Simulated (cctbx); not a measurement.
**HoSn3Ge2: precision against data quality**

Space group P6/mmm (no. 191), a = 6.2010 Å, b = 6.2010 Å, c = 4.1250 Å, α = 90.00°, β = 90.00°, γ = 120.00°.

| atom | mult. | x | y | z | Ueq (Å²) |
| --- | --- | --- | --- | --- | --- |
| Ho1 | 1 | 0 | 0 | 0 | 0.0094 |
| Sn1 | 3 | 1/2 | 1/2 | 1/2 | 0.0110 |
| Ge1 | 2 | 1/3 | 2/3 | 0 | 0.0108 |

The model was made for the exercise: a known structure type with other elements put in, its volume estimated, not relaxed; displacement parameters are assumed.

Five simulated data sets (cctbx; Ag Kα, λ = 0.56087 Å; 1.5 % proportional error) differ in resolution or exposure (noise floor 8 counts in the first three, 8 in the last two). Each is refined with the right model, isotropic at 1.1 Å and anisotropic otherwise. How do the figures of merit and the uncertainties move?

| d min (Å) | top counts | ⟨I/σ⟩ (unmerged, absences included) | unique | param. (scale apart) | Rint | R1 | GooF | largest s.u. xyz (fractional) | s.u. U of Ge1 (Å²) | largest error (Å) |
| --- | --- | --- | --- | --- | --- | --- | --- | --- | --- | --- |
| 1.1 | 5000 | 16.9 | 35 | 3 | 0.031 | 0.0121 | 1.57 | 0.00000 | 0.0008 | 0.0000 |
| 0.84 | 5000 | 13.3 | 70 | 7 | 0.034 | 0.0086 | 0.88 | 0.00000 | 0.0003 | 0.0000 |
| 0.6 | 5000 | 9.0 | 167 | 7 | 0.051 | 0.0113 | 0.94 | 0.00000 | 0.0002 | 0.0000 |
| 0.75 | 300 | 2.3 | 93 | 7 | 0.228 | 0.0328 | 0.98 | 0.00000 | 0.0016 | 0.0000 |
| 0.75 | 3000 | 10.4 | 93 | 7 | 0.043 | 0.0086 | 0.98 | 0.00000 | 0.0003 | 0.0000 |

GooF reaches 1.57 where the model lacks something that the data hold (anisotropy at the isotropic level, for one). The s.u. of U for Ge1 goes 0.0008, 0.0003, 0.0002 Å² with resolution and 0.0016, 0.0003 Å² with exposure.

The 1.1 Å row also differs in its displacement model, so it isn't a clean test of resolution.

Hardware for the 0.6 Å refinement: 0.36 s on 1 thread of AMD EPYC 7R13 Processor (Zen 3), on a shared host, peak memory 0.09 GiB.
